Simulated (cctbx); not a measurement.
**Resonant diffraction in CdBi2O5**

Space group Cmcm (no. 63), a = 4.2110 Å, b = 11.3920 Å, c = 13.1750 Å, α = 90.00°, β = 90.00°, γ = 90.00°.

| atom | mult. | x | y | z | Ueq (Å²) |
| --- | --- | --- | --- | --- | --- |
| Bi1 | 8 | 0 | 0.1949 | 0.8970 | 0.0077 |
| Cd1 | 4 | 0 | 0.1032 | 1/4 | 0.0158 |
| O1 | 8 | 1/2 | 0.4766 | 1/8 | 0.0108 |
| O2 | 8 | 0 | 0.2451 | 0.4216 | 0.0205 |
| O3 | 4 | 0 | 0.2918 | 3/4 | 0.0119 |

The model was made for the exercise: a known structure type with other elements put in, its volume estimated, not relaxed; displacement parameters are assumed.

Calculated with cctbx: free-atom f′ and f″ from the Sasaki tables, no fine structure; amplitudes in electrons.

| E (eV) | F 0 2 3 | F 0 2 1 | F 0 4 1 | F 0 4 0 |
| --- | --- | --- | --- | --- |
| 12819 | 486.6 | 39.2 | 332.5 | 53.7 |
| 13169 | 478.4 | 34.2 | 324.5 | 51.4 |
| 13299 | 471.9 | 30.1 | 318.1 | 49.5 |
| 13359 | 465.6 | 26.1 | 311.9 | 47.5 |
| 13389 | 459.3 | 22.2 | 305.7 | 45.6 |
| 13404 | 453.1 | 18.2 | 299.6 | 43.7 |
| 13411 | 447.6 | 14.8 | 294.1 | 42.0 |
| 13415 | 441.6 | 11.2 | 288.2 | 40.2 |
| 13423 | 442.1 | 25.2 | 289.7 | 40.4 |
| 13427 | 449.1 | 27.2 | 296.7 | 42.5 |
| 13434 | 455.2 | 29.3 | 302.6 | 44.4 |
| 13449 | 461.7 | 32.0 | 309.0 | 46.4 |
| 13479 | 468.2 | 35.0 | 315.3 | 48.4 |
| 13569 | 476.7 | 39.2 | 323.7 | 51.0 |
| 13819 | 485.3 | 43.8 | 332.2 | 53.8 |

**Question.** Which edge is crossed, and why do the reflections move as they do?

The L3 edge of Bi. The edge is at 13419 eV. f′ of Bi falls from -12.2 e at 13299 eV to -18.6 e at 4 eV below it, and f″ steps from 3.96 to 10.11 e across it. Over that approach |F| changes by -6 % (0 2 3), -63 % (0 2 1), -9 % (0 4 1) and -19 % (0 4 0): a reflection falls where Bi scatters in phase with the total and rises where it scatters against it; it hardly moves where the Bi term is small or cancels by symmetry. Above the edge the larger f″ enters the imaginary part, where it can add to or cancel the other atoms' f″. The structure is centrosymmetric, so Friedel mates stay equal.
